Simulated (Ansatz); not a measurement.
# W chain started as a strip of triangles: period, moment and channels by functional, part 2 of 4

Aim: how far do the period, the moment and the conductance of the W chain started as a strip of triangles depend on the functional, the datasets and spin-orbit coupling, and at what cost?

Ansatz 0.2.0; DFT PBE, plane waves, PAW; relaxation of a chain's period (the session's first sound run).

So far. Step 2 (The relaxed wire, level PBE, cutoff 420 eV): The cell's length comes to 2.977 Å with no moment.

### 3. The perfect wire, level PBE, cutoff 420 eV

This step: DFT PBE, plane waves, PAW; channels and complex bands of a perfect chain (Ansatz 0.2.0).

At the relaxed period the Bloch states of the perfect chain are found at each energy: those that move forward count the open channels, and those that decay describe how a disturbance dies away inside the wire itself. An energy step of 0.035 eV is under the 0.039 eV that the program asks for its thermal average at 300 K.

input.yaml reads:

```yaml
crystal:
  lattice:
    - [9.0, 0.0, 0.0]
    - [0.0, 7.5, 0.0]
    - [0.0, 0.0, 2.9774650836]
  atoms:
    - { symbol: W, position: [0.402689519, 0.5, 0.0] }
    - { symbol: W, position: [0.597310481, 0.5, 0.5] }
kpoints:
  mp_grid: { grid: [1, 1, 27] }
  band_path: { path: ["Γ", Z], npoints: 60 }
scf:
  occupations: { method: fermi_dirac, width: 0.05 }
hamiltonian:
  xc: pbe
output:
  transmission:
    e_range: [-2, 2]
    de: 0.035
    kmesh: [1, 1]
    reduced_basis: true
    leads: [[0, 0]]
  dos: { projected: true, e_range: [-6, 4] }
  write_potential: true
  write_density: true
  volumetric_format: npy
  elf: true
```

Run with:

```console
> ansatz run input.yaml --threads 4 --pin off --max-ram 8192MiB --backend cpu --events-out ev --progress --plain --runs-dir out
```

Numbers of over 12 decimals in the logs are rounded to 6 here.

Output:

```text
[...]
Crystal: 2 atoms, lattice volume = 200.979 Å³
Basis set: ecut = 420 eV, 3879 PW (Γ)
Bands: 18, of which v1, the nominal top of the filled ones, is band 14 counted from 1 (13 counted from 0)
Symmetry: 8 space group operations
[...]
k-points: 14 of 27
[...]
SCF iter   1: F=—  HF=-20762.076540 eV  |F-HF|=—  |Δ(HF+E_count)|=         —  Δρ=8.16e-3  dr2=1.17e-1  ethr=1.77e-3  ⟨swp⟩=5.9  Hψ=1214  notcnv=0
[...]
SCF iter   7: F=-20762.062013 eV  HF=-20762.062013 eV  |F-HF|=4.34e-8  |Δ(HF+E_count)|=   5.37e-7  Δρ=3.33e-6  dr2=2.42e-8  ethr=3.57e-10  ⟨swp⟩=6.0  Hψ=913  notcnv=0
SCF 1 converged in 7 iterations: F = -20762.062013 eV  dr2 = 2.42e-8
[...]
NSCF: frozen V_eff on 61 k-points
transmission: 4 of 24 steps passed
transmission: 8 of 24 steps passed
[...]
transmission: 24 of 24 steps passed
WARN: The output density's exchange-correlation potential varies sharply where the density is thin. Do not read a vacuum level from v_tot or v_xc, or from such a field of the output density. On a cell that repeats whose density bears no net charge and no dipole along the vacuum's axis use v_es (v_loc + v_h of the components); under efield.dipole_correction with no amplitude use v_es + v_field, which holds any externa [...]
SCF converged after 7 iterations
Free energy (F): -20762.062013 eV
[...]
Internal energy: -20762.041191 eV  (E = F + TS)
E sigma→0 (E₀):  -20762.051602 eV
Entropy (-TS):   -0.020821 eV (-10.411 meV/atom)
Fermi energy:    0.384394 eV
[...]
--- Band table (eV; the first three rows and the last of 14) ---
  k-point 0: bands = [... 10 lower, -1.6280, -1.4373, -1.3490, -0.1224, 0.9077, 1.0760, 1.4645, 1.7362]
  k-point 1: bands = [... 10 lower, -1.6307, -1.5028, -1.3324, -0.0460, 0.6248, 1.3488, 1.4878, 1.7129]
  k-point 2: bands = [... 10 lower, -1.6611, -1.6401, -1.2831, 0.1436, 0.2685, 1.5576, 1.6508, 1.6753]
  k-point 13: bands = [... 10 lower, -2.1438, -1.9661, 0.3197, 0.4608, 1.2881, 1.3584, 2.3813, 2.5825]
--- Transmission ---
  basis      : 595 plane waves across, 4 finite elements along
  points     : 1, standing for a mesh of 1 x 1
  filling    : by the input's occupations and mesh, since the crystals that have channels conduct as metals do. If one of these is a semiconductor, that mesh has misplaced its level
  energies   : 115 from -2.000000 to 1.990000 eV about the Fermi level, 0.035000 eV apart; the leads are filled to 0.000000 eV, and channels, transmission and decay are at -0.005000 eV
  crystal 0  : W2, at the sites [0, 0], period 2.9775 Å: whole cells are its period
    offset         : up to 0.0000 Å between an atom of the period and one for which it stands
    filled         : 9.4 meV under the level at which it is neutral
    channels       : 4.000000e0 a spin
    conductance    : 4.4952e14 S/m² at 300 K; may be off by some 0.0 % by where its bands' edges are placed, 0.9 % from the distance to neutral
```

It took 26 s on 4 threads of Arm Neoverse V2, shared host; peak memory 0.66 GiB.

Reading the cycles: dr2 is the Hartree energy of the density residual (eV), the measure of convergence; HF is the Harris–Foulkes estimate of the energy, which meets the free energy F at convergence.

This step gave:

```
energy at zero smearing                                  : -20762.0516 eV
channels at the energy nearest the Fermi level, one spin : 4
conductance of the lead as this run defines it           : 3.916 G₀
band gap                                                 : 0 eV
```

The open channels of the lead, one spin by energy, zero at the Fermi level:

| energy (eV) | open channels of the lead, one spin |
| --- | --- |
| -2.000 | 3 |
| -1.790 | 2 |
| -1.615 | 3 |
| -1.405 | 3 |
| -1.195 | 3 |
| -0.985 | 3 |
| -0.810 | 3 |
| -0.600 | 3 |
| -0.390 | 4 |
| -0.215 | 4 |
| -0.005 | 4 |
| 0.205 | 2 |
| 0.415 | 2 |
| 0.590 | 1 |
| 0.800 | 4 |
| 1.010 | 2 |
| 1.185 | 5 |
| 1.395 | 4 |
| 1.605 | 5 |
| 1.815 | 3 |

The slowest values at each energy, most degenerate partners merged, listed up to 1.5 1/Å. Table of Im kz of the slowest decaying states by energy, zero at the Fermi level:

| energy (eV) | decay 1 (Å⁻¹) | decay 2 (Å⁻¹) | decay 3 (Å⁻¹) | decay 4 (Å⁻¹) |
| --- | --- | --- | --- | --- |
| -2.000 | 0.0611 | 0.192 | 0.309 | 0.342 |
| -1.790 | 0.0518 | 0.118 | 0.144 | 0.414 |
| -1.615 | 0.120 | 0.140 | 0.452 | 0.843 |
| -1.405 | 0.151 | 0.152 | 0.476 | 0.809 |
| -1.195 | 0.154 | 0.160 | 0.487 | 0.774 |
| -0.985 | 0.144 | 0.153 | 0.490 | 0.737 |
| -0.810 | 0.133 | 0.134 | 0.486 | 0.705 |
| -0.600 | 0.0808 | 0.171 | 0.477 | 0.664 |
| -0.390 | 0.188 | 0.463 | 0.621 | 0.768 |
| -0.215 | 0.192 | 0.447 | 0.583 | 0.732 |
| -0.005 | 0.187 | 0.422 | 0.533 | 0.685 |
| 0.205 | 0.0698 | 0.171 | 0.390 | 0.479 |
| 0.415 | 0.102 | 0.143 | 0.349 | 0.417 |
| 0.590 | 0.0182 | 0.102 | 0.107 | 0.305 |
| 0.800 | 0.0652 | 0.230 | 0.271 | 0.453 |
| 1.010 | 0.0577 | 0.0662 | 0.133 | 0.136 |
| 1.185 | 0.132 | 0.235 | 0.278 | 0.839 |
| 1.395 | 0.103 | 0.105 | 0.173 | 0.310 |
| 1.605 | 0.200 | 0.223 | 0.367 | 0.774 |
| 1.815 | 0.0223 | 0.219 | 0.276 | 0.412 |

The electronic bands at the labelled points (eV, zero at the Fermi level):

| point | band 11 | band 12 | band 13 | band 14 | band 15 | band 16 | band 17 | band 18 |
| --- | --- | --- | --- | --- | --- | --- | --- | --- |
| Γ | -2.01 | -1.82 | -1.73 | -0.51 | 0.52 | 0.69 | 1.08 | 1.35 |
| halfway | -2.72 | -2.26 | -1.68 | -1.08 | 0.77 | 1.04 | 1.34 | 2.15 |
| Z | -2.44 | -2.44 | 0.03 | 0.03 | 0.95 | 0.95 | 2.10 | 2.10 |

The electronic bands as a text plot (rows in eV, shown from -5.1 to 1.3 only):

```
    1.1 |***************************************
    0.9 | ****                       ****************************
    0.6 |*                    *******         *****
    0.4 | ***            *****
    0.1 |    ***     ****                                  ******
   -0.2 |       *****                                  *********
   -0.4 |*******    ***                              ******
   -0.7 |              **                     ********
   -1.0 |                ****        *********    *
   -1.2 |                    ********           **
   -1.5 |           *********    ****         **
   -1.8 |***********                 ***    **
   -2.0 |***********************        *****     ********
   -2.3 |           *****       ************ ******       *******
   -2.6 |                ********    ***   **********************
   -2.8 |                        ************************** *****
   -3.1 |                          *****
   -3.4 |                        ** *
   -3.6 |                     ******
   -3.9 |                  ******
   -4.1 |               ******
   -4.4 |            ******
   -4.7 |      ********
   -4.9 |**********
         Γ                                                      Z
```

Valence density in the ca plane at fractional y = 0.500, with atoms of W within 0.2 Å of it. It is the smooth field of the valence electrons, not physical close to the nuclei.

Values in e/Å³, 24 rows by 15 columns, each cell a mean:
```
0.0 0.0 0.0 0.0 0.0 0.0 0.0 0.0 0.0 0.0 0.0 0.0 0.0 0.0 0.0
0.0 0.0 0.0 0.0 0.0 0.0 0.0 0.0 0.0 0.0 0.0 0.0 0.0 0.0 0.0
0.0 0.0 0.0 0.0 0.0 0.0 0.0 0.0 0.0 0.0 0.0 0.0 0.0 0.0 0.0
0.0 0.0 0.0 0.0 0.0 0.0 0.0 0.0 0.0 0.0 0.0 0.0 0.0 0.0 0.0
0.0 0.0 0.0 0.0 0.0 0.0 0.0 0.0 0.0 0.0 0.0 0.0 0.0 0.0 0.0
0.1 0.1 0.1 0.1 0.1 0.1 0.1 0.1 0.1 0.1 0.1 0.1 0.1 0.1 0.1
0.1 0.1 0.1 0.2 0.2 0.3 0.4 0.5 0.5 0.4 0.3 0.2 0.2 0.1 0.1
0.2 0.2 0.2 0.4 0.7 1.4 2.1 2.6 2.6 2.1 1.4 0.7 0.4 0.2 0.2
0.3 0.3 0.4 0.8 2.0 3.9 5.1 5.1 5.1 5.1 3.9 2.0 0.8 0.4 0.3
0.4 0.4 0.5 1.1 2.6 4.6 5.3 4.3 4.3 5.3 4.6 2.6 1.1 0.5 0.4
0.5 0.5 0.6 1.0 1.9 3.3 4.4 4.6 4.6 4.4 3.3 1.9 1.0 0.6 0.5
1.2 1.1 1.0 1.0 1.1 1.4 1.8 2.1 2.1 1.8 1.4 1.1 1.0 1.0 1.1
3.6 3.4 2.8 1.8 1.1 0.8 0.7 0.7 0.7 0.7 0.8 1.1 1.8 2.8 3.4
4.6 5.0 4.9 3.3 1.6 0.7 0.5 0.4 0.4 0.5 0.7 1.6 3.3 4.9 5.0
4.3 5.0 5.2 3.5 1.6 0.6 0.4 0.3 0.3 0.4 0.6 1.6 3.5 5.2 5.0
4.4 4.1 3.3 1.9 0.9 0.4 0.3 0.2 0.2 0.3 0.4 0.9 1.9 3.3 4.1
1.1 1.0 0.7 0.5 0.3 0.2 0.2 0.1 0.1 0.2 0.2 0.3 0.5 0.7 1.0
0.2 0.2 0.2 0.1 0.1 0.1 0.1 0.1 0.1 0.1 0.1 0.1 0.1 0.2 0.2
0.1 0.1 0.1 0.0 0.0 0.0 0.0 0.0 0.0 0.0 0.0 0.0 0.0 0.1 0.1
0.0 0.0 0.0 0.0 0.0 0.0 0.0 0.0 0.0 0.0 0.0 0.0 0.0 0.0 0.0
0.0 0.0 0.0 0.0 0.0 0.0 0.0 0.0 0.0 0.0 0.0 0.0 0.0 0.0 0.0
0.0 0.0 0.0 0.0 0.0 0.0 0.0 0.0 0.0 0.0 0.0 0.0 0.0 0.0 0.0
0.0 0.0 0.0 0.0 0.0 0.0 0.0 0.0 0.0 0.0 0.0 0.0 0.0 0.0 0.0
0.0 0.0 0.0 0.0 0.0 0.0 0.0 0.0 0.0 0.0 0.0 0.0 0.0 0.0 0.0
```
Columns run along c (3.0 Å), rows up along a (9.0 Å). Atoms in or near the plane, at fractional coordinates: W at (0.00, 0.40), W at (0.50, 0.60).

Electrostatic potential energy in the ca plane at fractional y = 0.500, with atoms of W within 0.2 Å of it. With pseudopotentials it is smooth inside the atoms' cores, unlike the true potential.

Ten even steps from '_' (-66 eV) to '@' (4 eV), each cell a mean:
```
@@@@@@@@@@@@@@@@@@@@@@@@@@@@@@
@@@@@@@@@@@@@@@@@@@@@@@@@@@@@@
@@@@@@@@@@@@@@@@@@@@@@@@@@@@@@
@@@@@@@@@@@@@@@@@@@@@@@@@@@@@@
@@@@@@@@@@@@@@@@@@@@@@@@@@@@@@
@@@@@@@@@@@@@@@@@@@@@@@@@@@@@@
@@@@@@@@%%%%%%####%%%%%%@@@@@@
@@@@@@%%##++==----==++##%%@@@@
@@@@%%**==::________::==**%%@@
@@@@%%**--..________..--**%%@@
%%%%%%##++::..____..::++##%%%%
****######**++====++**######**
::::--++##%%%%%%%%%%%%##++--::
______::++##%%@@@@%%##++::____
______::++##%%@@@@%%##++::____
....--==**%%@@@@@@@@%%**==--..
****##%%%%@@@@@@@@@@@@%%%%##**
%%%%@@@@@@@@@@@@@@@@@@@@@@@@%%
@@@@@@@@@@@@@@@@@@@@@@@@@@@@@@
@@@@@@@@@@@@@@@@@@@@@@@@@@@@@@
@@@@@@@@@@@@@@@@@@@@@@@@@@@@@@
@@@@@@@@@@@@@@@@@@@@@@@@@@@@@@
@@@@@@@@@@@@@@@@@@@@@@@@@@@@@@
@@@@@@@@@@@@@@@@@@@@@@@@@@@@@@
```
Columns run along c (3.0 Å; values clipped at the 3rd and 97th percentile), rows up along a (9.0 Å). Atoms in or near the plane, at fractional coordinates: W at (0.00, 0.40), W at (0.50, 0.60).

ELF in the ca plane at fractional y = 0.500, with atoms of W within 0.2 Å of it. It is the smooth field of the valence electrons, not physical close to the nuclei.

Ten even steps from '_' (0.00) to '@' (0.74), each cell a mean:
```
______________________________
______________________________
..............................
::::::::::::::::::::::::::::::
----------::::::::::::--------
========----::::::::----======
++====--------------------====
====----++##%%%%%%%%##++----==
==--::==%%@@%%++++%%@@%%==::--
++==--==%%@@++....++@@%%==--==
****++==**%%%%****%%%%**==++**
++++++++++************++++++++
######**++++++++++++++++**####
::==%%%%**--==****==--**%%%%==
..--%%@@**----====----**@@%%--
%%@@@@%%++----====----++%%@@@@
****++==----==++++==----==++**
::::------====++++====------::
::::::------========------::::
::::::::::::::::::::::::::::::
..............................
______________________________
______________________________
______________________________
```
Columns run along c (3.0 Å), rows up along a (9.0 Å). Atoms in or near the plane, at fractional coordinates: W at (0.00, 0.40), W at (0.50, 0.60).

By hand: the program gives 4.4952 × 10^14 S/m² over the cell's cross-section of 67.50 Å² = 6.750 × 10^-19 m², so one cell conducts 3.034 × 10^-4 S. Divided by G0 = 2e²/h = 7.748 × 10^-5 S this is 3.92 G0, a resistance of 3.30 kΩ.

At the computed energy nearest the Fermi level there are 4 channels a spin, and the thermal average gives 3.92 G₀.

### 4. The relaxed wire

This step: DFT RPBE, plane waves, PAW; relaxation of a chain's period (Ansatz 0.2.0).

The relaxation is repeated under another functional. RPBE strengthens the exchange enhancement and tends to longer, weaker bonds than PBE.

input.yaml reads:

```yaml
crystal:
  lattice:
    - [9.0, 0.0, 0.0]
    - [0.0, 7.5, 0.0]
    - [0.0, 0.0, 3.17034]
  atoms:
    - { symbol: W, position: [0.34952, 0.5, 0.0], spin: 2.0 }
    - { symbol: W, position: [0.65048, 0.5, 0.5], spin: 2.0 }
magnetization:
  spin_polarized: true
kpoints:
  mp_grid: { grid: [1, 1, 26] }
scf:
  occupations: { method: fermi_dirac, width: 0.05 }
hamiltonian:
  xc: rpbe
relax:
  cell: { fix: [a, b, alpha, beta, gamma] }
  max_steps: 60
```

Output:

```text
[...]
Crystal: 2 atoms, lattice volume = 213.998 Å³
Basis set: ecut = 420 eV, 4217 PW (Γ), exchange–correlation on 128×108×48 points (8 copies of the dense FFT grid, shifted against one another)
Bands: 20, of which v1, the nominal top of the filled ones, is band 14 counted from 1 (13 counted from 0)
Symmetry: 8 space group operations
[...]
-0.000000       0.000000       0.002792
  P = ⅓ Tr σ = -0.0131 GPa (-0.131 kbar)
--- Relaxed structure (8 steps of the walk, 7 accepted, 1 SCFs on fresh bases) ---
[...]
cell:  # Å, volume = 202.5687 Å³
    - [9.0, 0.0, 0.0]
    - [0.0, 7.5, 0.0]
    - [0.0, 0.0, 3.001018]
  atoms:
    - { symbol: W, position: [0.402695, 0.500000, 0.0] }
    - { symbol: W, position: [0.597305, 0.500000, 0.5] }
[key lines of the parts left out:]
SCF converged after 7 iterations
Magnetization: -0.0000 μB (14.0000 up, 14.0000 down)
Free energy (F): -20787.954185 eV
Fermi energy:    0.468443 eV
```

It took 30 s on 4 threads; peak memory 0.54 GiB.

Relaxation path:

| step | energy less that of the first step (eV) | largest force component (eV/Å) | pressure (GPa) | volume (Å³) |
| --- | --- | --- | --- | --- |
| 1 | 0.0000 | 1.8378 | -3.30 | 214.00 |
| 2 | -1.9091 | 3.6327 | -5.11 | 205.40 |
| 3 | -3.9172 | 3.7778 | -2.65 | 200.25 |
| 4 | -3.2136 | 9.4863 | 7.19 | 198.84 |
| 5 | -4.2215 | 1.4047 | -0.80 | 200.53 |
| 6 | -4.2587 | 0.1423 | -0.29 | 204.15 |
| 7 | -4.2614 | 0.1239 | -0.12 | 202.70 |
| 8 | -4.2617 | 0.0033 | -0.01 | 202.57 |
| 9* | -4.2610 | 0.0032 | -0.01 | 202.57 |

Relaxation steps marked * repeat the geometry before them on a plane-wave basis chosen anew for their cell, so energy and pressure can jump there. Relaxation step 4 was tried and not accepted.

The run keeps the 8 symmetry operations that it works with, so distortions that break them were not tested.

| cell as run | before | after | change |
| --- | --- | --- | --- |
| c (Å) | 3.170 | 3.001 | -5.3 % |

The atoms that moved most (Å, along periodic axes as changes of fractional coordinates times the final cell, across vacuum about the mean position):

| atom | dx | dy | dz | length |
| --- | --- | --- | --- | --- |
| W1 | 0.479 | 0.000 | 0.000 | 0.479 |
| W2 | -0.479 | 0.000 | 0.000 | 0.479 |

Final coordinates:

```
W
1.0
     9.00000    0.00000    0.00000
     0.00000    7.50000    0.00000
     0.00000    0.00000    3.00102
W
2
Direct
  0.40269 0.50000 0.00000
  0.59731 0.50000 0.50000
```

The cell's length comes to 3.001 Å, +0.8 % against the first run, with no moment.

The cell shrank by 5.3 % in its periodic edges. From the first step to the last the energy fell by 4.261 eV, across changes of basis, and the largest move was 0.48 Å (W1 and 1 other atom alike).

### 5. Bands of the perfect wire, level RPBE, cutoff 420 eV

This step: DFT RPBE, plane waves, PAW; channels and complex bands of a perfect chain (Ansatz 0.2.0).

The channels are counted again under RPBE, at the period that it gave.

input.yaml reads:

```yaml
crystal:
  lattice:
    - [9.0, 0.0, 0.0]
    - [0.0, 7.5, 0.0]
    - [0.0, 0.0, 3.0010180498]
  atoms:
    - { symbol: W, position: [0.402694531, 0.5, 0.0] }
    - { symbol: W, position: [0.597305469, 0.5, 0.5] }
kpoints:
  mp_grid: { grid: [1, 1, 27] }
  band_path: { path: ["Γ", Z], npoints: 60 }
scf:
  occupations: { method: fermi_dirac, width: 0.05 }
hamiltonian:
  xc: rpbe
output:
  transmission:
    e_range: [-2, 2]
    de: 0.035
    kmesh: [1, 1]
    reduced_basis: true
    leads: [[0, 0]]
  dos: { projected: true, e_range: [-6, 4] }
```

Output:

```text
[...]
Crystal: 2 atoms, lattice volume = 202.569 Å³
Basis set: ecut = 420 eV, 3913 PW (Γ)
Bands: 18, of which v1, the nominal top of the filled ones, is band 14 counted from 1 (13 counted from 0)
Symmetry: 8 space group operations
[...]
k-points: 14 of 27
[...]
k-point 13: bands = [... 10 lower, -2.0042, -1.8333, 0.3957, 0.5237, 1.3510, 1.4148, 2.4711, 2.6654]
--- Transmission ---
  basis      : 595 plane waves across, 4 finite elements along
  points     : 1, standing for a mesh of 1 x 1
[...]
crystal 0  : W2, at the sites [0, 0], period 3.0010 Å: whole cells are its period
[...]
filled         : 6.9 meV under the level at which it is neutral
    channels       : 4.000000e0 a spin
[...]
[key lines of the parts left out:]
SCF converged after 7 iterations
Free energy (F): -20787.952928 eV
Fermi energy:    0.460966 eV
```

It took 28 s on 4 threads; peak memory 0.7 GiB.

The open channels of the lead, one spin by energy, zero at the Fermi level:

energy (eV), open channels of the lead, one spin and a bar from the least value:
```
   -2.000       4.00 ##################
   -1.895       3.00 ############
   -1.790       2.00 ######
   -1.685       2.00 ######
   -1.615       3.00 ############
   -1.510       3.00 ############
   -1.405       3.00 ############
   -1.300       3.00 ############
   -1.195       3.00 ############
   -1.090       3.00 ############
   -0.985       3.00 ############
   -0.915       3.00 ############
   -0.810       3.00 ############
   -0.705       3.00 ############
   -0.600       3.00 ############
   -0.495       3.00 ############
   -0.390       4.00 ##################
   -0.285       4.00 ##################
   -0.215       4.00 ##################
   -0.110       4.00 ##################
   -0.005       4.00 ##################
    0.100       2.00 ######
    0.205       2.00 ######
    0.310       2.00 ######
    0.415       2.00 ######
    0.485       2.00 ######
    0.590       1.00 
    0.695       1.00 
    0.800       4.00 ##################
    0.905       6.00 ##############################
    1.010       2.00 ######
    1.115       5.00 ########################
    1.185       5.00 ########################
    1.290       5.00 ########################
    1.395       4.00 ##################
    1.500       5.00 ########################
    1.605       5.00 ########################
    1.710       3.00 ############
    1.815       3.00 ############
    1.885       3.00 ############
```

At the computed energy nearest the Fermi level there are 4 channels a spin, and the thermal average gives 3.85 G₀.

(Part 2 of 4 ends here.)

[Logs are printed without paths, hosts, clocks, repeated set-up lines and the standing remarks that a program may print on its own settings, such as how far it seeks lower states.]

[Hosts, paths, dates, database ids (printed as entryN), source tags and the programs' standing remarks are cut or masked in the printed files.]
